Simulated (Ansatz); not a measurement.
# P on Ag(111): change of the work function, part 3 of 4

How does P on the fcc site change the work function of Ag(111) as the layer fills?

Ansatz 0.2.0; plane-wave DFT, PBE, Ansatz PAW.

So far, work function, upper face (eV): step 2 (the clean slab) 4.47; step 3 (37 atoms, coverage 0.111 ML, cell 3x3) 4.95.

## 4. Adsorbate added, k-mesh 6×6×1, coverage 0.25 ML

System of this step: Ag16P (P/Ag(111)). The cell holds 17 atoms: 16 Ag and 1 P. Its edges and angles: a = 5.784 Å, b = 5.784 Å, c = 27.148 Å, α = 90.0°, β = 90.0°, γ = 60.0°. Vacuum lies along c.

Another coverage, to see how the dipoles act on each other as their distance changes.

input.yaml reads:

```yaml
crystal:
  lattice:
    - [5.7841334702, 1.0e-10, 0.0]
    - [2.892066735, 5.0092065241, 0.0]
    - [0.0, 0.0, 27.148481226]
  atoms:
    - { symbol: Ag, position: [0.0, 0.0, 0.3315102574] }
    - { symbol: Ag, position: [0.1666666667, 0.1666666667, 0.4184898045] }
    - { symbol: Ag, position: [0.3333333333, 0.3333333333, 0.5064755893] }
    - { symbol: Ag, position: [0.0, 0.0, 0.5952908055] }
    - { symbol: Ag, position: [0.0, 0.5, 0.3315102574] }
    - { symbol: Ag, position: [0.1666666667, 0.6666666667, 0.4184898045] }
    - { symbol: Ag, position: [0.3333333333, 0.8333333333, 0.5064755893] }
    - { symbol: Ag, position: [0.0, 0.5, 0.5952908055] }
    - { symbol: Ag, position: [0.5, 0.0, 0.3315102574] }
    - { symbol: Ag, position: [0.6666666667, 0.1666666667, 0.4184898045] }
    - { symbol: Ag, position: [0.8333333333, 0.3333333333, 0.5064755893] }
    - { symbol: Ag, position: [0.5, 0.0, 0.5952908055] }
    - { symbol: Ag, position: [0.5, 0.5, 0.3315102574] }
    - { symbol: Ag, position: [0.6666666667, 0.6666666667, 0.4184898045] }
    - { symbol: Ag, position: [0.8333333333, 0.8333333333, 0.5064755893] }
    - { symbol: Ag, position: [0.5, 0.5, 0.5952908055] }
    - { symbol: P, position: [0.1666666667, 0.1666666667, 0.6684897426] }
kpoints:
  mp_grid: { grid: [6, 6, 1] }
hamiltonian:
  xc: pbe
scf:
  occupations: { method: fermi_dirac, width: 0.1 }
  convergence: { dr2_threshold: 1.0e-08 }
efield:
  axis: 3
  dipole_correction: true
  ramp_position: 0.97
  ramp_width: 0.06
relax:
  f_tol: 0.02
  max_steps: 60
  constraints: [{ sites: [0, 1, 4, 5, 8, 9, 12, 13] }]
output:
  dos: { projected: true, e_range: [-8, 4] }
  write_potential: true
  write_density: true
  volumetric_format: npy
  elf: true
```

Command:

```console
> ansatz run input.yaml --threads 4 --pin off --max-ram 16384MiB --backend cpu --events-out ev --progress --plain --runs-dir out
```

Log:

```text
[...]
Crystal: 17 atoms, lattice volume = 786.598 Å³
Basis set: ecut = 420 eV, 15451 PW (Γ), exchange–correlation on 80×80×384 points (8 copies of the dense FFT grid, shifted against one another)
Bands: 186, of which v1, the nominal top of the filled ones, is band 155 counted from 1 (154 counted from 0)
Symmetry: 6 space group operations
[...]
k-points: 7 of 36 (time reversal used)
[...]
SCF iter   1: F=—  HF=-122200.895000 eV  |F-HF|=—  |Δ(HF+E_count)|=         —  Δρ=1.35e-3  dr2=1.62e-1  ethr=1.77e-3  p=-0.128 e·Å  D=-2.95e-2 V/Å  ΔV_dip=0.80 eV  dr2_dipole=7.77e-2  V_vac-E_F(+/−)=5.24/4.44 eV  ⟨swp⟩=6.9  Hψ=5236  notcnv=0  defer=106
[...]
SCF iter   9: F=-122200.915659 eV  HF=-122200.915659 eV  |F-HF|=1.10e-8  |Δ(HF+E_count)|=   3.75e-8  Δρ=5.38e-7  dr2=3.39e-9  ethr=3.24e-12  p=-0.155 e·Å  D=-3.56e-2 V/Å  ΔV_dip=0.97 eV  dr2_dipole=1.34e-11  V_vac-E_F(+/−)=5.47/4.51 eV  ⟨swp⟩=17.9  Hψ=10700  notcnv=0
SCF 1 converged in 9 iterations: F = -122200.915659 eV  dr2 = 3.39e-9
[...]
relax step   1: F+E_penalty+E_count = -122200.91565856 eV  Δ(F+E_penalty+E_count) = +0.000e0 eV  max|allowed force component| = 1.820e0 eV/Å  Δτ_max = 0.0000 Å  (9 SCF iters, accepted)
[...]
SCF iter   9: F=-122201.198429 eV  HF=-122201.198429 eV  |F-HF|=7.99e-9  |Δ(HF+E_count)|=   1.75e-8  Δρ=4.63e-7  dr2=2.35e-9  ethr=3.24e-12  p=-0.142 e·Å  D=-3.27e-2 V/Å  ΔV_dip=0.89 eV  dr2_dipole=1.45e-11  V_vac-E_F(+/−)=5.42/4.53 eV  ⟨swp⟩=15.0  Hψ=8949  notcnv=0
SCF 2 converged in 9 iterations: F = -122201.198429 eV  dr2 = 2.35e-9
relax step   2: F+E_penalty+E_count = -122201.19842858 eV  Δ(F+E_penalty+E_count) = -2.828e-1 eV  max|allowed force component| = 5.535e-1 eV/Å  Δτ_max = 0.1948 Å  (9 SCF iters, accepted)
SCF iter   1: F=—  HF=-122201.223309 eV  |F-HF|=—  |Δ(HF+E_count)|=         —  Δρ=1.39e-3  dr2=2.74e-2  ethr=4.86e-5  p=-0.142 e·Å  D=-3.27e-2 V/Å  ΔV_dip=0.89 eV  dr2_dipole=6.74e-3  V_vac-E_F(+/−)=5.41/4.52 eV  ⟨swp⟩=4.1  Hψ=3393  notcnv=0  defer=129
[...]
SCF iter   8: F=-122201.220132 eV  HF=-122201.220132 eV  |F-HF|=3.08e-8  |Δ(HF+E_count)|=   2.37e-7  Δρ=7.51e-7  dr2=4.87e-9  ethr=3.24e-12  p=-0.133 e·Å  D=-3.06e-2 V/Å  ΔV_dip=0.83 eV  dr2_dipole=4.04e-13  V_vac-E_F(+/−)=5.37/4.54 eV  ⟨swp⟩=15.3  Hψ=9569  notcnv=0
SCF 3 converged in 8 iterations: F = -122201.220132 eV  dr2 = 4.87e-9
relax step   3: F+E_penalty+E_count = -122201.22013207 eV  Δ(F+E_penalty+E_count) = -2.170e-2 eV  max|allowed force component| = 7.107e-2 eV/Å  Δτ_max = 0.1004 Å  (8 SCF iters, accepted)
SCF iter   1: F=—  HF=-122201.221032 eV  |F-HF|=—  |Δ(HF+E_count)|=         —  Δρ=3.78e-4  dr2=1.02e-3  ethr=7.48e-6  p=-0.133 e·Å  D=-3.06e-2 V/Å  ΔV_dip=0.83 eV  dr2_dipole=7.91e-7  V_vac-E_F(+/−)=5.37/4.54 eV  ⟨swp⟩=3.0  Hψ=2348  notcnv=0  defer=130
[...]
SCF iter   7: F=-122201.221273 eV  HF=-122201.221273 eV  |F-HF|=1.19e-8  |Δ(HF+E_count)|=   2.46e-8  Δρ=4.62e-7  dr2=1.23e-9  ethr=3.24e-12  p=-0.133 e·Å  D=-3.06e-2 V/Å  ΔV_dip=0.83 eV  dr2_dipole=2.61e-12  V_vac-E_F(+/−)=5.37/4.54 eV  ⟨swp⟩=13.0  Hψ=8793  notcnv=0
SCF 4 converged in 7 iterations: F = -122201.221273 eV  dr2 = 1.23e-9
relax step   4: F+E_penalty+E_count = -122201.22127324 eV  Δ(F+E_penalty+E_count) = -1.141e-3 eV  max|allowed force component| = 1.364e-2 eV/Å  Δτ_max = 0.0220 Å  (7 SCF iters, accepted)
[...]
SCF converged after 7 iterations
Free energy (F): -122201.221273 eV
[...]
Internal energy: -122201.019720 eV  (E = F + TS)
E sigma→0 (E₀):  -122201.120497 eV
Entropy (-TS):   -0.201553 eV (-11.856 meV/atom)
Fermi energy:    3.060208 eV
Dipole field:    D = -0.030599 V/Å  (p = -0.133013 e·Å, saw-weighted, corrected)
Work function:   Φ+ = 5.3673 eV   Φ− = 4.5366 eV
[...]
--- Forces (eV/Å), atoms counted from 1 ---
  atom   1  Ag    -0.02157188    -0.01245453    -0.16640272
  atom   2  Ag     0.00000000    -0.00000000     0.20935237
  atom   3  Ag    -0.00699924    -0.00404101     0.00417716
  atom   4  Ag     0.01077366     0.00622017    -0.01364103
  atom   5  Ag    -0.00000000     0.02490906    -0.16640272
  atom   6  Ag    -0.01455642     0.00840416     0.14915335
  atom   7  Ag    -0.00000000     0.00808202     0.00417716
  atom   8  Ag     0.00000000    -0.01244035    -0.01364103
  atom   9  Ag     0.02157188    -0.01245453    -0.16640272
  atom  10  Ag     0.00000000    -0.01680831     0.14915335
  atom  11  Ag     0.00699924    -0.00404101     0.00417716
  atom  12  Ag    -0.01077366     0.00622017    -0.01364103
  atom  13  Ag     0.00000000    -0.00000000    -0.15552524
  atom  14  Ag     0.01455642     0.00840416     0.14915335
  atom  15  Ag    -0.00000000     0.00000000     0.00544452
  atom  16  Ag    -0.00000000     0.00000000     0.01027367
  atom  17  P      0.00000000    -0.00000000     0.01059388
  max |Σ_I F_I| component: 5.55e-7 eV/Å
--- Band table (eV; the first three rows and the last of 7) ---
  k-point 0: bands = [... 151 lower, 2.5567, 3.3636, 3.3786, 3.3786, 3.7114, 4.0858, 4.0858, 4.2541, ... 27 higher]
  k-point 1: bands = [... 151 lower, 2.4448, 2.7550, 3.1189, 3.1302, 3.2910, 3.8216, 3.9157, 4.3661, ... 27 higher]
  k-point 2: bands = [... 151 lower, 2.3319, 2.5692, 2.8809, 2.9334, 3.3071, 3.8044, 3.9103, 4.3415, ... 27 higher]
  k-point 6: bands = [... 151 lower, 1.5766, 1.7711, 2.1047, 3.0900, 3.4148, 3.9608, 5.0564, 5.1353, ... 27 higher]
--- Relaxed structure (4 steps of the walk, 4 accepted, 0 SCFs on fresh bases) ---
  F+E_penalty+E_count = -122201.22127324 eV   max|allowed force component| = 1.364e-2 eV/Å
  atoms:
    - { symbol: Ag, position: [-1.795949e-17, -1.795949e-17, 0.331510] }
    - { symbol: Ag, position: [0.166667, 0.166667, 0.418490] }
    - { symbol: Ag, position: [0.334183, 0.334183, 0.507147] }
    - { symbol: Ag, position: [-0.00497915, -0.00497915, 0.595949] }
    - { symbol: Ag, position: [0.0, 0.500000, 0.331510] }
    - { symbol: Ag, position: [0.166667, 0.666667, 0.418490] }
    - { symbol: Ag, position: [0.334183, 0.831634, 0.507147] }
    - { symbol: Ag, position: [-0.00497915, 0.509958, 0.595949] }
    - { symbol: Ag, position: [0.5, -1.795949e-17, 0.331510] }
    - { symbol: Ag, position: [0.666667, 0.166667, 0.418490] }
    - { symbol: Ag, position: [0.831634, 0.334183, 0.507147] }
    - { symbol: Ag, position: [0.509958, -0.00497915, 0.595949] }
    - { symbol: Ag, position: [0.500000, 0.500000, 0.331510] }
    - { symbol: Ag, position: [0.666667, 0.666667, 0.418490] }
    - { symbol: Ag, position: [0.833333, 0.833333, 0.507232] }
    - { symbol: Ag, position: [0.500000, 0.500000, 0.599614] }
    - { symbol: P, position: [0.166667, 0.166667, 0.658064] }
```

Wall time 2.2 min (4 threads of Arm Neoverse V1, shared host); peak memory 3.4 GiB; 8.6 min of CPU time.

The steps of the relaxation:

```
step  energy less that of the first step (eV)  largest force component (eV/Å)
   1                                   0.0000                          1.8199
   2                                  -0.2828                          0.5535
   3                                  -0.3045                          0.0711
   4                                  -0.3056                          0.0136
```

The run keeps the 6 symmetry operations that the program found, so distortions that break them were not tested.

The atoms that moved most (Å):

```
atom      dx      dy      dz  length
 P17   0.000   0.000  -0.283   0.283
Ag16   0.000   0.000   0.117   0.117
 Ag4  -0.043  -0.025   0.018   0.053
Ag12   0.043  -0.025   0.018   0.053
 Ag8   0.000   0.050   0.018   0.053
Ag15   0.000   0.000   0.021   0.021
Ag11  -0.007   0.004   0.018   0.020
 Ag7   0.000  -0.009   0.018   0.020
```

The relaxed structure:

```xyz
17
Lattice="5.7841 0.0000 0.0000 2.8921 5.0092 0.0000 0.0000 0.0000 27.1485" Properties=species:S:1:pos:R:3
Ag    0.0000    0.0000    9.0000
Ag    1.4460    0.8349   11.3614
Ag    2.8994    1.6740   13.7683
Ag   -0.0432   -0.0249   16.1791
Ag    1.4460    2.5046    9.0000
Ag    2.8921    3.3395   11.3614
Ag    4.3381    4.1658   13.7683
Ag    1.4460    2.5545   16.1791
Ag    2.8921    0.0000    9.0000
Ag    4.3381    0.8349   11.3614
Ag    5.7768    1.6740   13.7683
Ag    2.9353   -0.0249   16.1791
Ag    4.3381    2.5046    9.0000
Ag    5.7841    3.3395   11.3614
Ag    7.2302    4.1743   13.7706
Ag    4.3381    2.5046   16.2786
P     1.4460    0.8349   17.8654
```

This step gave:

```
energy at zero smearing        : -122201.1205 eV
work function, upper face      : 5.367 eV
work function, lower face      : 4.537 eV
dipole along the normal        : -0.1330 e·Å
step between the vacuum levels : 0.8307 eV
```

The density of states has structure finer than the step of the table below, so its rows give means over 0.25 eV. Peaks (eV: height): -5.260: 95.3, -4.810: 82.1, -4.660: 86.1, -4.480: 85.8, -4.270: 88.6, -3.910: 85.1, -3.010: 90.9.

Density of states against energy, zero at the Fermi level; means over each step:

energy (eV), density of states (states/eV a cell) and a bar:
```
    -7.50        0.0 
    -7.25        0.2 
    -7.00        1.2 #
    -6.75        1.3 #
    -6.50        1.5 #
    -6.25        4.9 ##
    -6.00       25.7 ############
    -5.75       49.4 ########################
    -5.50       49.8 ########################
    -5.25       46.3 ######################
    -5.00       39.6 ###################
    -4.75       51.5 #########################
    -4.50       62.1 ##############################
    -4.25       53.1 #########################
    -4.00       52.5 #########################
    -3.75       49.2 #######################
    -3.50       55.1 ##########################
    -3.25       49.6 ########################
    -3.00       62.9 ##############################
    -2.75       14.6 #######
    -2.50        6.1 ###
    -2.25        2.2 #
    -2.00        5.0 ##
    -1.75        4.0 ##
    -1.50        5.1 ##
    -1.25        6.0 ###
    -1.00        5.3 ###
    -0.75        5.3 ###
    -0.50        5.2 ##
    -0.25        6.3 ###
     0.00        6.3 ###
     0.25        4.2 ##
     0.50        4.7 ##
     0.75        3.6 ##
     1.00        7.8 ####
     1.25        3.6 ##
     1.50        5.7 ###
     1.75        6.6 ###
```

Projected DOS per atom over height of the atomic layer and energy from the Fermi level. Layers: Ag4 Ag4 Ag4 Ag4 P from below.

Ten even steps from '_' (0.00 states/eV) to '@' (3.95 states/eV), each cell a mean:
```
________..
________..
________..
________::
________::
________--
________==
________::
________..
__________
======::__
@@%%%%##__
@@**%%@@..
@@****%%..
%%@@%%%%..
++++**##..
**%%####__
::**++--__
__________
__________
__________
__________
```
Columns: height of the atomic layer (Å) from 9 to 17.9 (not evenly spaced); rows upwards: energy from the Fermi level (eV) from -7.96 to 1.95.

Electrostatic potential energy in the ca plane at fractional y = 0.167, with atoms of Ag and P within 0.2 Å of it. With pseudopotentials it is smooth inside the atoms' cores, unlike the true potential.

Values in eV, 8 rows by 16 columns, each cell a mean:
```
 -8   4   2   4  -8  -4   0 -10   4   6   8   8   8   8   8   8
  0  -1 -18   0   0   2   3  -1   6   8   8   8   8   8   8   8
  5  -9 -34  -8   5   5   6   5   7   8   8   8   8   8   8   8
  1  -1 -20  -1   1   2   3  -1   6   8   8   8   8   8   8   8
 -8   4   2   4  -8  -4   0 -10   4   6   8   8   8   8   8   8
  0  -1 -18   0   0   2   4   0 -11 -10   7   8   8   8   8   8
  5  -9 -34  -8   5   5   6   3 -27 -26   6   8   8   8   8   8
  1  -2 -20  -1   1   2   4   0 -13 -11   7   8   8   8   8   8
```
Columns run along c (16.0 Å, from fractional 0.33 to 0.92 of the cell; values clipped at the 3rd and 97th percentile), rows up along a (5.8 Å). Atoms in or near the plane, at fractional coordinates: Ag at (0.42, 0.17), Ag at (0.42, 0.67), P at (0.66, 0.17).

ELF in the ca plane at fractional y = 0.167, with atoms of Ag and P within 0.2 Å of it. It is the smooth field of the valence electrons, not physical close to the nuclei.

Ten even steps from '0' (0.00) to '9' (0.93), each cell a mean:
```
33211111111233321123322467765310000000000000
33211111111233321123322234332100000000000000
22111233211122211122221111100000000000000000
11113566421111111111211110000000000000000000
22223687531221111111211100000000000000000000
22113677521211111111111100000000000000000000
22112454321122111112221110000000000000000000
32111222211223211123322222211000000000000000
33211111111233321123322355553210000000000000
32111222211223211122223688886420000000000000
21112454321122111111236778998631000000000000
12113677521211111111246413999742000000000000
22213687531221111111256201899742000000000000
11112566421111111111246646998741000000000000
22111233211122211122225789987531000000000000
```
Columns run along c (16.0 Å, from fractional 0.33 to 0.92 of the cell), rows up along a (5.8 Å). Atoms in or near the plane, at fractional coordinates: Ag at (0.42, 0.17), Ag at (0.42, 0.67), P at (0.66, 0.17).

Valence density in the ca plane at fractional y = 0.167, with atoms of Ag and P within 0.2 Å of it. It is the smooth field of the valence electrons, not physical close to the nuclei.

Values in e/Å³, 8 rows by 16 columns, each cell a mean:
```
 1  0  0  0  1  1  0  1  0  0  0  0  0  0  0  0
 0  0  3  0  0  0  0  0  0  0  0  0  0  0  0  0
 0  2 14  1  0  0  0  0  0  0  0  0  0  0  0  0
 0  1  4  0  0  0  0  0  0  0  0  0  0  0  0  0
 1  0  0  0  1  1  0  1  0  0  0  0  0  0  0  0
 0  0  3  0  0  0  0  0  1  0  0  0  0  0  0  0
 0  2 14  1  0  0  0  0  0  0  0  0  0  0  0  0
 0  1  4  0  0  0  0  0  1  0  0  0  0  0  0  0
```
Columns run along c (16.0 Å, from fractional 0.33 to 0.92 of the cell), rows up along a (5.8 Å). Atoms in or near the plane, at fractional coordinates: Ag at (0.42, 0.17), Ag at (0.42, 0.67), P at (0.66, 0.17).

The relaxation took 4 steps and lowered the energy by 0.31 eV; the largest force on the free atoms ends at 0.014 eV/Å.

By hand: a sheet of dipoles makes a step −p/(ε₀A) in the electron's potential. With e/ε₀ = 180.95 V·Å, p = -0.1330 e·Å and A = 28.97 Å², that is −180.95 × (-0.1330) / 28.97 = +0.831 eV, and the two vacuum levels of the run differ by +0.831 eV.

The covered face has 5.37 eV, +0.90 eV against the clean one; the bare back face has moved by +0.09 eV, a measure of how thin the slab is.

## 5. Adsorbate added, k-mesh 6×6×1, coverage 0.5 ML

System of this step: Ag8P (P/Ag(111)). The cell holds 18 atoms: 16 Ag and 2 P. Its edges and angles: a = 5.784 Å, b = 5.784 Å, c = 27.148 Å, α = 90.0°, β = 90.0°, γ = 60.0°. Vacuum lies along c.

Another coverage, to see how the dipoles act on each other as their distance changes.

Changes to input.yaml since step 4:

```diff
@@ -23,2 +23,3 @@
     - { symbol: P, position: [0.1666666667, 0.1666666667, 0.6684897426] }
+    - { symbol: P, position: [0.6666666667, 0.1666666667, 0.6684897426] }
 kpoints:
```

Log:

```text
[...]
Crystal: 18 atoms, lattice volume = 786.598 Å³
Basis set: ecut = 420 eV, 15451 PW (Γ), exchange–correlation on 80×80×384 points (8 copies of the dense FFT grid, shifted against one another)
Bands: 189, of which v1, the nominal top of the filled ones, is band 157 counted from 1 (156 counted from 0)
Symmetry: 4 space group operations
[...]
- { symbol: Ag, position: [-0.00503923, 0.510078, 0.597234] }
[...]
- { symbol: Ag, position: [0.5, 0.500000, 0.331510] }
    - { symbol: Ag, position: [0.666667, 0.666667, 0.418490] }
    - { symbol: Ag, position: [0.833158, 0.833684, 0.507628] }
    - { symbol: Ag, position: [0.494961, 0.510078, 0.597234] }
    - { symbol: P, position: [0.158772, 0.182455, 0.664847] }
    - { symbol: P, position: [0.658772, 0.182455, 0.664847] }
[key lines of the parts left out:]
SCF converged after 8 iterations
Free energy (F): -122956.135996 eV
Fermi energy:    3.388369 eV
Dipole field:    D = -0.032309 V/Å  (p = -0.140448 e·Å, saw-weighted, corrected)
Work function:   Φ+ = 5.3544 eV   Φ− = 4.4772 eV
```

It took 4.4 min on 4 threads; peak memory 3.9 GiB.

Relaxation path:

```csv
step,energy less that of the first step (eV),largest force component (eV/Å)
1,0.0000,0.5800
2,-0.1016,0.3133
3,-0.1202,0.1211
4,-0.1238,0.0073
```

Forces are held to the 4 operations that the program found; a distortion that breaks them can't arise in this run.

The atoms that moved most (Å):

```csv
atom,dx,dy,dz,length
P18,0.000,0.079,-0.099,0.127
P17,0.000,0.079,-0.099,0.127
Ag8,0.000,0.050,0.053,0.073
Ag16,0.000,0.050,0.053,0.073
Ag12,0.000,-0.036,0.036,0.051
Ag4,0.000,-0.036,0.036,0.051
Ag15,0.000,0.002,0.031,0.031
Ag7,0.000,0.002,0.031,0.031
```

The relaxed structure:

```
Ag P
1.0
     5.78413    0.00000    0.00000
     2.89207    5.00921    0.00000
     0.00000    0.00000   27.14848
Ag P
16 2
Cartesian
  0.0000 0.0000 9.0000
  1.4460 0.8349 11.3614
  2.8921 1.6787 13.7569
  0.0000 -0.0360 16.1971
  1.4460 2.5046 9.0000
  2.8921 3.3395 11.3614
  4.3381 4.1761 13.7813
  1.4460 2.5551 16.2140
  2.8921 0.0000 9.0000
  4.3381 0.8349 11.3614
  5.7841 1.6787 13.7569
  2.8921 -0.0360 16.1971
  4.3381 2.5046 9.0000
  5.7841 3.3395 11.3614
  7.2302 4.1761 13.7813
  4.3381 2.5551 16.2140
  1.4460 0.9140 18.0496
  4.3381 0.9140 18.0496
```

The density of states has structure finer than the step of the table below, so its rows give means over 0.25 eV. Peaks (eV: height): -4.780: 69.0, -4.660: 83.2, -4.450: 72.1, -3.550: 64.8, -3.430: 75.0, -3.250: 74.1, -3.070: 89.1.

Density of states against energy, zero at the Fermi level; means over each step:

energy (eV), density of states (states/eV a cell) and a bar:
```
    -7.50        0.0 
    -7.25        0.4 
    -7.00        1.2 #
    -6.75        1.3 #
    -6.50        1.8 #
    -6.25        9.3 #####
    -6.00       34.1 #################
    -5.75       51.3 ##########################
    -5.50       47.0 #######################
    -5.25       37.9 ###################
    -5.00       39.9 ####################
    -4.75       57.5 #############################
    -4.50       60.0 ##############################
    -4.25       45.9 #######################
    -4.00       52.6 ##########################
    -3.75       54.6 ###########################
    -3.50       56.2 ############################
    -3.25       48.9 ########################
    -3.00       54.9 ###########################
    -2.75       12.4 ######
    -2.50        4.2 ##
    -2.25        7.6 ####
    -2.00        4.0 ##
    -1.75        6.1 ###
    -1.50        7.3 ####
    -1.25        5.8 ###
    -1.00        4.9 ##
    -0.75        6.5 ###
    -0.50        5.1 ###
    -0.25        6.4 ###
     0.00        9.3 #####
     0.25        4.9 ##
     0.50        6.5 ###
     0.75        4.2 ##
     1.00        4.9 ##
     1.25        6.7 ###
     1.50        6.3 ###
     1.75        6.6 ###
```

The relaxation took 4 steps and lowered the energy by 0.12 eV; the largest force on the free atoms ends at 0.0073 eV/Å.

The covered face has 5.35 eV, +0.88 eV against the clean one; the bare back face has moved by +0.03 eV, a measure of how thin the slab is.

(Continued in part 4 of 4.)

[Long decimals in the printed logs are rounded to 6 places.]

[Logs are printed without paths, hosts, clocks, repeated set-up lines and the standing remarks that a program may print on its own settings, such as how far it seeks lower states.]

[Hosts, paths, dates, database ids (printed as entryN), source tags and the programs' standing remarks are cut or masked in the printed files.]

[Maps of the electrostatic potential energy from Ansatz leave out the sawtooth potential of an applied field or a dipole correction, so their vacuum need not be flat; planar profiles and work functions include it.]

[The density of states shown here was stored with 400 of the rows of the run's finer table, so its peaks can read low, often by over a quarter, or be missed, and its means over a window can be off by a tenth or more.]
